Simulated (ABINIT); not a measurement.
## InH3 (Pm-3m): zone-centre phonons

Which modes does InH3 (Pm-3m) have at the zone centre?

Program: ABINIT 10.8.3. Level of theory: DFT PBEsol, scalar-relativistic, plane waves, PseudoDojo norm-conserving pseudopotentials. Results are calculated unless marked as measured.

Most raw output is cut from this account.

The structure was built from a prototype and need not be the compound's stable phase.

## 1. Set-up

Symmetry: Pm-3m, No. 221, cubic system. The conventional cell has a = 4.268 Å, b = 4.268 Å, c = 4.268 Å, α = 90.00°, β = 90.00°, γ = 90.00°. Nearest to In lie 6 H at 2.13 Å. Nearest to H lie 2 In at 2.13 Å. Farther neighbours are not listed.

## 2. A first look

A first run with smearing and empty bands tells whether the crystal has a gap, which decides between fixed occupations and smearing later on.

The input, probe.abi:

```
# ground state
tolvrs 1.0d-08
prtden 1
prtwf 1

# basis, mesh and filling
ecut 40.0
ecutsm 3.0
ngkpt 4 4 4
nshiftk 1
shiftk 0.0 0.0 0.0
istwfk *1
occopt 7
tsmear 0.005
nband 14
nstep 100
diemac 9.0
prtebands 0
prtgsr 0
useylm 1

# cell and atoms
acell 3*1.0 Angstrom
rprim 
    4.268 0.0 0.0
    0.0 4.268 0.0
    0.0 0.0 4.268
ntypat 2
znucl 49 1
natom 4
typat 1 2 2 2
xred 
    0.0 0.0 0.0
    0.5 0.0 0.0
    0.0 0.5 0.0
    0.0 0.0 0.5
pp_dirpath "./pseudo"
pseudos "In.upf, H.upf"
```

Run with:

```sh
OMP_NUM_THREADS=1 mpirun -n 4 abinit probe.abi > probe.log
```

It took 9.6 s on 4 MPI ranks of Arm Neoverse V1, shared host.

Read from the output:

```
volume per atom   : 19.44 Å³
pressure          : -7.904 GPa
gap on the k-mesh : 0 eV
```

No gap opens on this mesh, so smearing is kept.

## 3. Rough relaxation

The typed start is rough, so a first relaxation with smearing and loose thresholds takes it towards rest cheaply.

The input, prerelax.abi:

```
# relaxation
ionmov 2
optcell 2
dilatmx 1.15
chkdilatmx 0
ntime 40
tolmxf 3.0d-04
tolvrs 1.0d-10
prtwf 0
prtden 0
chksymtnons 0

# basis, mesh and filling
ecut 32.0
ecutsm 3.0
ngkpt 4 4 4
nshiftk 1
shiftk 0.0 0.0 0.0
istwfk *1
occopt 7
tsmear 0.005
nband 14
nstep 100
diemac 1000000.0
prtebands 0
prtgsr 0
useylm 1

# cell and atoms
acell 3*1.0 Angstrom
rprim 
    4.268 0.0 0.0
    0.0 4.268 0.0
    0.0 0.0 4.268
ntypat 2
znucl 49 1
natom 4
typat 1 2 2 2
xred 
    0.0 0.0 0.0
    0.5 0.0 0.0
    0.0 0.5 0.0
    0.0 0.0 0.5
pp_dirpath "./pseudo"
pseudos "In.upf, H.upf"
```

Run with:

```sh
OMP_NUM_THREADS=1 mpirun -n 4 abinit prerelax.abi > prerelax.log
```

Elapsed: 49 s, on 4 MPI ranks.

Relaxation path:

```
step  energy less that of the first step (eV)  largest force (eV/Å)  volume (Å³)
   1                                   0.0000                0.0000        77.75
   2                                  -0.0907                0.0000        75.88
   3                                  -0.3905                0.0000        46.46
   4                                  -0.6699                0.0000        59.93
   5                                  -0.7051                0.0000        56.72
   6                                  -0.7066                0.0000        55.87
```

```
conventional cell, symmetrised  before  after   change
                         a (Å)   4.268  3.823  -10.4 %
                         b (Å)   4.268  3.823  -10.4 %
                         c (Å)   4.268  3.823  -10.4 %
              volume (Å³/atom)   19.44  13.97  -28.1 %
```

The relaxed structure:

```
In H
1.0
     3.82291    0.00000    0.00000
     0.00000    3.82291    0.00000
     0.00000    0.00000    3.82291
In H
1 3
Direct
  0.00000 0.00000 0.00000
  0.50000 0.00000 0.00000
  0.00000 0.50000 0.00000
  0.00000 0.00000 0.50000
```

Numbers from this step:

```yaml
volume_per_atom: 13.97 Å³
pressure: 0.05544 GPa
```

The volume changes by -28.1 % in this run and stands -28.1 % from the first cell.

## 4. Rough relaxation

The cell changed much, so the rough relaxation is repeated on a basis made for the new cell.

prerelax.abi, as its differences from that of step 3:

```diff
@@ -31,5 +31,5 @@
 rprim 
-    4.268 0.0 0.0
-    0.0 4.268 0.0
-    0.0 0.0 4.268
+    3.822905609 0.0 0.0
+    0.0 3.822905609 0.0
+    0.0 0.0 3.822905609
 ntypat 2
```

It took 9.4 s on 4 MPI ranks; 37 s of CPU time.

Little changed from the start: no atom moved by 0.005 Å and no cell edge by 0.1 %.

The volume changes by +0.0 % in this run and stands -28.1 % from the first cell.

## 5. Relaxation

The harmonic expansion needs vanishing forces, and a free crystal bears no stress, so cell and atoms are brought to rest. Stress is more sensitive to the basis than forces are: the last 3 Ha under the cutoff are smoothed with ecutsm.

The input, relax.abi:

```
# relaxation
ionmov 2
optcell 2
dilatmx 1.08
ntime 40
tolmxf 1.0d-05
tolvrs 1.0d-14
prtwf 0
prtden 0
chksymtnons 0

# basis, mesh and filling
ecut 40.0
ecutsm 3.0
ngkpt 8 8 8
nshiftk 1
shiftk 0.0 0.0 0.0
istwfk *1
occopt 6
tsmear 0.01
nband 14
nstep 100
diemac 1000000.0
prtebands 0
prtgsr 0
useylm 1

# cell and atoms
acell 3*1.0 Angstrom
rprim 
    3.822905612 0.0 0.0
    0.0 3.822905612 0.0
    0.0 0.0 3.822905612
ntypat 2
znucl 49 1
natom 4
typat 1 2 2 2
xred 
    0.0 0.0 0.0
    0.5 0.0 0.0
    0.0 0.5 0.0
    0.0 0.0 0.5
pp_dirpath "./pseudo"
pseudos "In.upf, H.upf"
```

Run with:

```sh
OMP_NUM_THREADS=1 mpirun -n 4 abinit relax.abi > relax.log
```

Wall time 62 s (4 MPI ranks).

Little changed from the start: no atom moved by 0.005 Å and no cell edge by 0.1 %.

This step gave:

```yaml
volume_per_atom: 13.96 Å³
pressure: 1.88e-5 GPa
```

The volume changes by -0.1 % in this run and stands -28.2 % from the first cell.

## 6. Self-consistent run for the response

The response is built on these wavefunctions, so the potential is converged far more tightly than an energy would need. ecutsm is kept as in the relaxation, so that the cell stays at rest. Smearing stays on, as the first look found no gap above 0.3 eV.

The input, gs.abi:

```
# ground state
tolvrs 1.0d-16
prtden 1
prtwf 1

# basis, mesh and filling
ecut 40.0
ecutsm 3.0
ngkpt 8 8 8
nshiftk 1
shiftk 0.0 0.0 0.0
istwfk *1
occopt 6
tsmear 0.01
nband 14
nstep 100
diemac 1000000.0
prtebands 0
prtgsr 0
useylm 1

# cell and atoms
acell 3*1.0 Angstrom
rprim 
    3.822059651 0.0 0.0
    0.0 3.822059651 0.0
    0.0 0.0 3.822059651
ntypat 2
znucl 49 1
natom 4
typat 1 2 2 2
xred 
    0.0 0.0 0.0
    0.5 0.0 0.0
    0.0 0.5 0.0
    0.0 0.0 0.5
pp_dirpath "./pseudo"
pseudos "In.upf, H.upf"
```

Run with:

```sh
OMP_NUM_THREADS=1 mpirun -n 4 abinit gs.abi > gs.log
```

Elapsed: 30 s, on 4 MPI ranks; 2 min of CPU time.

This step gave:

```yaml
pressure: 1.66e-5 GPa
```

The cell stands at 1.7e-5 GPa, close enough for phonons.

## 7. Zone-centre response

At q = 0 one unit cell holds all displacements. The response is solved for single atoms along the cell's directions, and symmetry skips those that follow from others. The crystal is treated as a metal, which screens a static field, so no field response is asked.

The input, dfpt_gamma.abi:

```

# common to the responses
getwfk_filepath "gso_WFK"
kptopt 2
nqpt 1
qpt 0.0 0.0 0.0
asr 0
chneut 0

# displacements
rfphon 1
rfatpol 1 4
rfdir 1 1 1
tolvrs 1.0d-10
prtwf 0

# basis, mesh and filling
ecut 40.0
ecutsm 3.0
ngkpt 8 8 8
nshiftk 1
shiftk 0.0 0.0 0.0
istwfk *1
occopt 6
tsmear 0.01
nband 14
nstep 100
diemac 1000000.0
prtebands 0
prtgsr 0
useylm 1

# cell and atoms
acell 3*1.0 Angstrom
rprim 
    3.822059651 0.0 0.0
    0.0 3.822059651 0.0
    0.0 0.0 3.822059651
ntypat 2
znucl 49 1
natom 4
typat 1 2 2 2
xred 
    0.0 0.0 0.0
    0.5 0.0 0.0
    0.0 0.5 0.0
    0.0 0.0 0.5
pp_dirpath "./pseudo"
pseudos "In.upf, H.upf"
```

Run with:

```sh
OMP_NUM_THREADS=1 mpirun -n 4 abinit dfpt_gamma.abi > dfpt_gamma.log
```

It took 2.7 min on 4 MPI ranks; 11 min of CPU time.

Read from the output:

```yaml
largest_acoustic_frequency_at_the_zone_centre_before_the_sum_rule: 0.63 cm⁻¹
highest_optical_zone_centre_mode_no_lo_to_term: 1519 cm⁻¹
lowest_optical_zone_centre_mode: 331.0 cm⁻¹
```

The acoustic modes at Γ come out as far as 0.6 cm⁻¹ from zero, where they should vanish, a small numerical error.

## 8. Modes with the sum rule

anaddb reads the merged derivatives and imposes the acoustic sum rule.

The input, anaddb.abi:

```
ddb_filepath "gamma_DDB"
output_file "anaddb.abo"
outdata_prefix "anaddb"
asr 1
chneut 1
enunit 2
eivec 1
nph1l 1
qph1l 0.0 0.0 0.0 1.0
```

The input, mrgddb.in:

```
gamma_DDB
merged
2
dfpt_gammao_DDB
gso_DDB
```

Run with:

```sh
mrgddb < mrgddb.in > mrgddb.log
OMP_NUM_THREADS=1 anaddb anaddb.abi > anaddb.log
```

The job ended after 0.51 s (1 thread).

This step gave:

- lowest optical zone-centre mode: 331.1 cm⁻¹

No LO-TO term; unit eigenvectors of the mass-weighted matrix, from anaddb's displacements. Modes at Γ, with each element's share of the kinetic energy:

```
mode  frequency (cm⁻¹)  symmetry  In %  H %
   1               0.0  acoustic    97    3
   2               0.0  acoustic    97    3
   3               0.0  acoustic    97    3
   4             331.1       T1u     2   98
   5             331.1       T1u     2   98
   6             331.1       T1u     2   98
   7             436.8       T2u     0  100
   8             436.8       T2u     0  100
   9             436.8       T2u     0  100
  10            1519.1       T1u     0  100
  11            1519.1       T1u     0  100
  12            1519.1       T1u     0  100
```

Displacements in mode 4 (331.1 cm⁻¹), the largest set to 1:
```
In1  0.00  0.00 -0.02
H2   0.00  0.00  1.00
H3   0.00  0.00  1.00
H4   0.00  0.00  0.34
```

Displacements in mode 7 (436.8 cm⁻¹), the largest set to 1:
```
In1  0.00  0.00  0.00
H2   0.00  0.00  1.00
H3   0.00  0.00 -1.00
H4   0.00  0.00  0.00
```

The rule moves no optical mode by more than 0.1 cm⁻¹.

## 9. Outcome

```yaml
space_group_after_relaxation: Pm-3m
volume_per_atom: 14.0 Å³
highest_optical_zone_centre_mode_no_lo_to_term: 1519 cm⁻¹
lowest_optical_zone_centre_mode: 331.1 cm⁻¹
imaginary_optical_modes_at_the_zone_centre_no_q_mesh_in_this_session: none
```

**Reading.** At the PBEsol level the optical modes of InH3 (Pm-3m) at the zone centre run from 331 to 1519 cm⁻¹. These are harmonic frequencies at zero temperature: anharmonic shifts and linewidths and thermal expansion are left out. In a metal the frequencies hang on the k mesh and the smearing, most of all near Kohn anomalies. The structure is a hypothetical one, built on a prototype.

[Host names and launcher messages were left out of these logs when they were recorded.]

[Logs are printed without paths, hosts, clocks, repeated set-up lines and the standing remarks that a program may print on its own settings, such as how far it seeks lower states.]

[Hosts, paths, dates, database ids (printed as entryN), source tags and the programs' standing remarks are cut or masked in the printed files.]
